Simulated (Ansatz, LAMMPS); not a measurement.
# Amorphous poly(propylene oxide) (as short chains C35O12H72), from a frame at 260 K (238 atoms): geometry optimisation

How does amorphous poly(propylene oxide) (as short chains C35O12H72), from a frame at 260 K (238 atoms) relax, and what do bonds, charges and levels look like afterwards?

Program: Ansatz 0.2.0. Level of theory: Kohn-Sham DFT, PBE+D3(BJ), PAW (set soft_2), plane waves. Results are calculated unless marked as measured.

### 1. Starting point

The cell holds 238 atoms: 70 C, 24 O and 144 H. Its edges and angles: a = 13.014 Å, b = 13.014 Å, c = 13.014 Å, α = 90.0°, β = 90.0°, γ = 90.0°. 2 poly(propylene oxide) chains of 11 units with methyl end groups placed at random, at 1.03 g/cm³; overlaps pushed apart, then 20 ps at 800 K with MMFF94 bonds, angles, torsions, charges and radii (Halgren, J. Comput. Chem. 17, 490 (1996)) in harmonic and 12-6 forms. Snapshot after 30 ps at 260 K and fixed volume.

What the set-up can't give: The network of contacts between molecules at the start is that of the classical potential that made the cell. The density was typed from a rule of thumb and may lie off the real one at this temperature. Sampling is at Γ alone, for a cell whose shortest periodic width is 13 Å.

### 2. How the cell was made

A classical potential supplies the starting structure, since it reaches far longer times than DFT.

This step: classical MD, MMFF94 bonds, angles, torsions, charges and radii (Halgren, J. Comput. Chem. 17, 490 (1996)) in harmonic and 12-6 forms; charges of ions scaled by 0.8 (LAMMPS 22 Jul 2025 - Update 4).

Contents of in.lmp:

```
# amorphous poly(propylene oxide)
units real
atom_style full
boundary p p p
bond_style harmonic
angle_style harmonic
dihedral_style opls
improper_style harmonic
special_bonds lj 0 0 0.5 coul 0 0 0.75
read_data data.lmp
neigh_modify delay 0 every 1 check yes one 4000
comm_modify cutoff 12.0
timestep 0.5
thermo_style custom step time temp pe press density
thermo_modify norm yes
# push overlapping molecules apart
pair_style soft 2.6
pair_coeff * * 0.0
variable a equal ramp(1,60)
fix ad all adapt 1 pair soft a * * v_a
velocity all create 800 865062 mom yes dist gaussian
fix lim all nve/limit 0.03
fix lan all langevin 800 800 50 865063 zero yes
thermo 1000
run 3000 post no
unfix ad
pair_style lj/cut/coul/long 9.0
pair_modify mix arithmetic tail yes
pair_coeff 1 1 0.0678 3.3680   # C
pair_coeff 2 2 0.0763 3.0430   # O
pair_coeff 3 3 0.0216 2.5400   # H
kspace_style pppm 1.0e-4
thermo 100
minimize 1e-5 1e-3 300 3000
# [... 15 lines left out ...]
compute msd all msd com yes
thermo 7500
fix md all nvt temp 260 260 100
run 30000 post no
print "== T260: mean square displacement over the hold $(c_msd[4]:%.2f) A^2"
unfix md
uncompute msd
write_dump all custom T260.dump id type xs ys zs modify sort id
```

Command:

```sh
> lmp -in in.lmp -log none -nocite
```

Numbers of over 12 decimals in the logs are rounded to 6 here.

Log:

```text
LAMMPS (22 Jul 2025 - Update 4)
Reading data file ...
  orthogonal box = (0 0 0) to (13.01425 13.01425 13.01425)
  238 atoms
  orthogonal box = (0 0 0) to (13.01425 13.01425 13.01425)
  236 bonds
  444 angles
  540 dihedrals
   Step          Time           Temp          PotEng         Press         Density
         0   0              800            1.5574368     -1135.4658      1.0320004
      1000   500            603.37567      3.6539825      56028.715      1.0320004
      2000   1000           587.29917      3.6504218      45796.147      1.0320004
      3000   1500           632.65765      4.0517378      43762.244      1.0320004
Loop time of 0.544892 s on 1 MPI rank(s) for 3000 steps with 238 atoms
PPPM initialization ...
  G vector (1/distance) = 0.27173103
  grid = 6 6 6
  estimated relative force accuracy = 3.7118244e-05
   Step          Time           Temp          PotEng         Press         Density
[... 14 lines left out ...]
      2000   1000           617.64426      3.4411544      3353.036       1.0320004
Loop time of 1.7162 s on 1 MPI rank(s) for 2000 steps with 238 atoms
   Step          Time           Temp          PotEng         Press         Density
      2000   1000           617.64426      3.4411544      3353.036       1.0320004
[... 5 lines left out ...]
Loop time of 18.8887 s on 1 MPI rank(s) for 20000 steps with 238 atoms
   Step          Time           Temp          PotEng         Press         Density
[... 4 lines left out ...]
Loop time of 18.2325 s on 1 MPI rank(s) for 20000 steps with 238 atoms
   Step          Time           Temp          PotEng         Press         Density
[... 2 lines left out ...]
     52500   51500          231.61247      2.2730215      4502.6526      1.0320004
     60000   59000          275.02449      2.2856052     -2719.3675      1.0320004
     67500   66500          238.67053      2.3291847      654.86027      1.0320004
     72000   71000          257.24635      2.364172       5051.0522      1.0320004
Loop time of 26.5446 s on 1 MPI rank(s) for 30000 steps with 238 atoms
== T260: mean square displacement over the hold 1.68 A^2
```

It took 67 s on 1 thread of Arm Neoverse V2, shared host; peak memory 0.12 GiB.

The input also reads data.lmp (atoms, bonds and types; not printed here).

### 3. Single point at the start

A single point comes first, to see the forces before anything moves.

Contents of input.yaml:

```yaml
crystal:
  lattice:
    - [13.01425, 0.0, 0.0]
    - [0.0, 13.01425, 0.0]
    - [0.0, 0.0, 13.01425]
  atoms:
    - { symbol: C, position: [0.5691, 0.2092, 0.99479] }
    - { symbol: O, position: [0.59527, 0.28173, 0.91778] }
    - { symbol: C, position: [0.70878, 0.29196, 0.91719] }
    - { symbol: C, position: [0.7423, 0.357, 0.82683] }
    - { symbol: C, position: [0.72117, 0.29386, 0.73024] }
    - { symbol: O, position: [0.84361, 0.39928, 0.83529] }
    - { symbol: C, position: [0.93381, 0.33251, 0.82812] }
    - { symbol: C, position: [0.99332, 0.34943, 0.72956] }
    - { symbol: C, position: [0.03996, 0.45647, 0.73152] }
    - { symbol: O, position: [0.07013, 0.27423, 0.72333] }
    - { symbol: C, position: [0.13802, 0.28939, 0.63618] }
    - { symbol: C, position: [0.18347, 0.18464, 0.60176] }
    - { symbol: C, position: [0.21207, 0.19541, 0.48797] }
    - { symbol: O, position: [0.27424, 0.15883, 0.66298] }
    - { symbol: C, position: [0.30482, 0.05255, 0.6615] }
    - { symbol: C, position: [0.40284, 0.02112, 0.70974] }
    - { symbol: C, position: [0.43167, 0.08444, 0.8049] }
    - { symbol: O, position: [0.47393, 0.02569, 0.62333] }
    - { symbol: C, position: [0.51087, 0.12844, 0.60848] }
    - { symbol: C, position: [0.56687, 0.12611, 0.50526] }
    - { symbol: C, position: [0.64467, 0.04221, 0.50525] }
    - { symbol: O, position: [0.6279, 0.21072, 0.49033] }
    - { symbol: C, position: [0.57319, 0.30494, 0.48101] }
    - { symbol: C, position: [0.52626, 0.30952, 0.37217] }
    - { symbol: C, position: [0.51465, 0.42075, 0.3448] }
    - { symbol: O, position: [0.42858, 0.26247, 0.3646] }
    - { symbol: C, position: [0.40446, 0.23708, 0.26242] }
    - { symbol: C, position: [0.32224, 0.15768, 0.25658] }
    - { symbol: C, position: [0.35902, 0.04748, 0.29436] }
    - { symbol: O, position: [0.28893, 0.15237, 0.14988] }
    - { symbol: C, position: [0.24515, 0.05874, 0.11622] }
    - { symbol: C, position: [0.18831, 0.06975, 0.01763] }
    [... 200 atom lines left out ...]
    - { symbol: H, position: [0.73107, 0.94739, 0.86549] }
    - { symbol: H, position: [0.59599, 0.9313, 0.84581] }
    - { symbol: H, position: [0.68166, 0.9901, 0.75952] }
    - { symbol: H, position: [0.74491, 0.59678, 0.85575] }
    - { symbol: H, position: [0.66217, 0.62686, 0.75214] }
    - { symbol: H, position: [0.7984, 0.65992, 0.74191] }
kpoints:
  mp_grid: { grid: [1, 1, 1] }
hamiltonian:
  xc: pbe
  dispersion: d3bj
scf:
  occupations: { method: fermi_dirac, width: 0.025 }
output:
  forces: true
  stress: true
  populations: intrinsic
  dos:
    method: { smearing: { sigma: 0.15 } }
    de: 0.1
    projected: { site_lists: { C: [C], H: [H], O: [O] } }
  eigenvalues: true
```

Command:

```sh
> ansatz run input.yaml --threads 4 --pin off --max-ram 8192MiB --backend cpu --events-out ev --progress --plain --runs-dir out
```

Log:

```text
Engine: ansatz 0.2.0, aarch64-unknown-linux-gnu
Pseudopotentials: kind: paw
Pseudopotential: C, paw, valence charge 4, recommended cutoff 420 eV (normal), C.paw.azcp
Pseudopotential: O, paw, valence charge 6, recommended cutoff 420 eV (normal), O.paw.azcp
Pseudopotential: H, paw, valence charge 1, recommended cutoff 420 eV (normal), H.paw.azcp
[... 5 lines on functional and potentials left out ...]
Crystal: 238 atoms, lattice volume = 2204.233 Å³
Basis set: ecut = 420 eV, 43003 PW (Γ), exchange–correlation on 180×180×180 points (8 copies of the dense FFT grid, shifted against one another)
Bands: 522, of which v1, the nominal top of the filled ones, is band 284 counted from 1 (283 counted from 0)
Symmetry: 1 space group operations
Space group: P1 (ITA 1), of the structure as read, at distance tolerance 1.3e-4 Å
k-points: 1
[... 7 lines on functional and potentials left out ...]
Initial density: superposition of atomic densities (neutral atoms: chi_scale 0, normalization atom), corrected by the library's trained network
Initial wavefunctions: pseudopotential atomic-orbital guess
Functional: x = pbe(κ = 0.804, μ = 0.219515), c = pbe(β = 0.066725)
SCF iter   1: F=—  HF=-33478.911353 eV  |F-HF|=—  |Δ(HF+E_count)|=         —  Δρ=5.23e-3  dr2=7.04e-1  ethr=1.77e-3  ⟨swp⟩=6.0  Hψ=2382  notcnv=0  defer=43
preconditioner: auto → Resta (q_TF=auto, 2.176 Å⁻¹)  ε∞=2.3  [insulator: Δε(μ)=4.418 eV  Ē_g=16.203 eV  σ=0.025 eV  W_gap=1.00  n_scr=388 (ndim 8)  ℏωp=18.7 eV  f_vac=0.221  D(μ)=0.00/eV (n_scr^D=0)  ε∞_Penn≈2.3]
SCF iter   2: F=—  HF=-33478.833285 eV  |F-HF|=—  |Δ(HF+E_count)|=   7.81e-2  Δρ=2.76e-3  dr2=1.69e-1  ethr=1.24e-4  ⟨swp⟩=2.0  Hψ=642  notcnv=0  defer=231
SCF iter   3: F=—  HF=-33478.862761 eV  |F-HF|=—  |Δ(HF+E_count)|=   2.95e-2  Δρ=1.38e-3  dr2=4.67e-2  ethr=2.98e-5  ⟨swp⟩=3.0  Hψ=584  notcnv=0  defer=231
SCF iter   4: F=—  HF=-33478.862876 eV  |F-HF|=—  |Δ(HF+E_count)|=   1.14e-4  Δρ=3.85e-4  dr2=4.58e-3  ethr=8.21e-6  ⟨swp⟩=2.0  Hψ=581  notcnv=0  defer=231
SCF iter   5: F=—  HF=-33478.864188 eV  |F-HF|=—  |Δ(HF+E_count)|=   1.31e-3  Δρ=1.54e-4  dr2=6.24e-4  ethr=8.07e-7  ⟨swp⟩=2.0  Hψ=577  notcnv=0  defer=231
SCF iter   6: F=—  HF=-33478.864206 eV  |F-HF|=—  |Δ(HF+E_count)|=   1.80e-5  Δρ=5.88e-5  dr2=7.37e-5  ethr=1.10e-7  ⟨swp⟩=2.0  Hψ=579  notcnv=0  defer=231
SCF iter   7: F=—  HF=-33478.864269 eV  |F-HF|=—  |Δ(HF+E_count)|=   6.23e-5  Δρ=3.36e-5  dr2=2.09e-5  ethr=1.30e-8  ⟨swp⟩=2.0  Hψ=805  notcnv=0  defer=231
SCF iter   8: F=—  HF=-33478.864264 eV  |F-HF|=—  |Δ(HF+E_count)|=   4.39e-6  Δρ=7.82e-6  dr2=1.32e-6  ethr=3.68e-9  ⟨swp⟩=2.0  Hψ=575  notcnv=0  defer=231
SCF iter   9: F=—  HF=-33478.864264 eV  |F-HF|=—  |Δ(HF+E_count)|=   2.37e-7  Δρ=2.77e-6  dr2=1.74e-7  ethr=2.33e-10  ⟨swp⟩=2.0  Hψ=572  notcnv=0  defer=231
SCF iter  10: F=-33478.864264 eV  HF=-33478.864264 eV  |F-HF|=1.65e-8  |Δ(HF+E_count)|=   9.71e-9  Δρ=1.38e-6  dr2=3.60e-8  ethr=1.76e-11  ⟨swp⟩=14.0  Hψ=3283  notcnv=0
SCF 1 converged in 10 iterations: F = -33478.864264 eV  dr2 = 3.60e-8
  greatest PAW one-centre occupation: 0.865 electrons in one spin orbital (limit 2), on the O atom at site 21 (counted from 0), in its partial waves of l = 0
SCF converged after 10 iterations
Free energy (F): -33478.864264 eV
Harris-Foulkes:  -33478.864264 eV  (|F-HF|=1.65e-8)
Internal energy: -33478.864264 eV  (E = F + TS)
E sigma→0 (E₀):  -33478.864264 eV
Fermi energy:    2.070949 eV
--- Per-component energies (eV) ---
  E_band       = -4266.307156
  E_kinetic    = 12647.152281
  E_local      = -42876.818909  (includes V_loc(G=0)·N_el)
  E_nonlocal   = 3297.682687
  E_hartree    = 16110.268284
  E_xc         = -6445.938196
  E_vxc        = -8114.460458  (∫ρ·V_xc dr)
  E_paw        = -10834.105511  (= ΣΔE_a)
  E_vpaw       = -1440.258615  (= ΣTr[D̂ρ^β])
  E_aug_tail   = -0.140766  (compensation charges beyond the density's cutoff)
  E_ewald      = -5365.326799
  E_disp       = -11.637334  (pairwise vdW)
  E_smearing   = -0.000000  (= −TS)
  E_closure    = -0.000000  (closes the sum)
  Σ components = -33478.864264   (vs F -33478.864264, Δ=0.00e0)
--- Forces (eV/Å), atoms counted from 1 ---
  atom   1  C     -1.59242801     0.72631699    -0.26323599
  atom   2  O      1.61800281     0.01493898     0.00647076
  atom   3  C     -1.43642879     1.73207952     1.17550175
  atom   4  C     -1.76621678     1.29191657    -1.02757864
  atom   5  C      2.06585206     0.11453501    -0.51282974
  atom   6  O     -0.02637613    -0.33300724    -0.13920110
  atom   7  C     -0.85803414     0.11644092     1.08307807
  atom   8  C     -0.08270102     0.80966055     0.49018672
  atom   9  C     -0.64601896     0.13651642     1.31408969
  atom  10  O      0.48285853    -0.59106494    -0.59892891
  atom  11  C      1.56591295    -1.58058441     1.86086197
  atom  12  C      0.12194776     0.15219906    -0.29086384
  atom  13  C      0.85432838    -0.31254220     1.42264124
  atom  14  O      0.66995967     1.79165413    -0.03477114
[...]
atom 237  H     -0.98493851    -0.77992233    -1.17971477
  atom 238  H     -0.38653274    -0.46501046    -0.08131928
  max |Σ_I F_I| component: 1.31e-4 eV/Å
--- Stress (GPa, compression-positive) ---
        1.661267       0.214862       0.031139
        0.214862       2.247565       0.119804
        0.031139       0.119804       1.929650
  P = ⅓ Tr σ = 1.9462 GPa (19.462 kbar)
--- Band table (eV) ---
  k-point 0: bands = ["-21.5216", "-21.4844", "-21.4326", "-21.2671", [... 506 levels ...], "11.8665", "11.8910", "11.8947", "11.9180", "11.9535", "11.9808", "12.0263", "12.0403", "12.0735", "12.0997", "12.1319", "12.1564"]
--- intrinsic populations: 238 sites ---
  site symbol       q [e]
     0      C      4.2920
     1      O      6.3935
     2      C      4.1293
[...]
237      H      0.8506
  spilling = 0.000000 (of n_electrons = 568.000000)
```

Elapsed: 46 s, on 4 threads of Arm Neoverse V2, shared host; peak memory 3.1 GiB; 3 min of CPU time.

Reading the cycles: dr2 is the Hartree energy of the density residual (eV), the measure of convergence; HF is the Harris–Foulkes estimate of the energy, which meets the free energy F at convergence.

The run gave:

```yaml
free_energy: -33478.8643 eV
free_energy_per_atom: -140.6675 eV/atom
scf_cycles: 10
pressure: 1.946 GPa
r_m_s_force_component: 0.8199 eV/Å
longest_force: 3.773 eV/Å
fermi_energy: 2.071 eV
spacing_of_highest_filled_and_lowest_empty_level: 4.388 eV
```

The r.m.s. force component of 0.82 eV/Å and the pressure of 1.9 GPa set the starting point.

Length of the force by element:

```
element  coordination  atoms  mean length of the force (eV/Å)  spread  least  most
      C           all     70                             1.78   0.744  0.167  3.77
      H           all    144                            0.930   0.489  0.208  3.07
      O           all     24                             1.39   0.735  0.362  3.26
```

(Part 1 of 3 ends here.)

[Logs are printed without paths, hosts, clocks, repeated set-up lines and the standing remarks that a program may print on its own settings, such as how far it seeks lower states.]

[Hosts, paths, dates, database ids (printed as entryN), source tags and the programs' standing remarks are cut or masked in the printed files.]

[The MMFF94 radii named for the starting cell were scaled by 0.96; in molecules described by MMFF94, hydrogen bound to N, O or S took a small fixed 12-6 site in their place.]
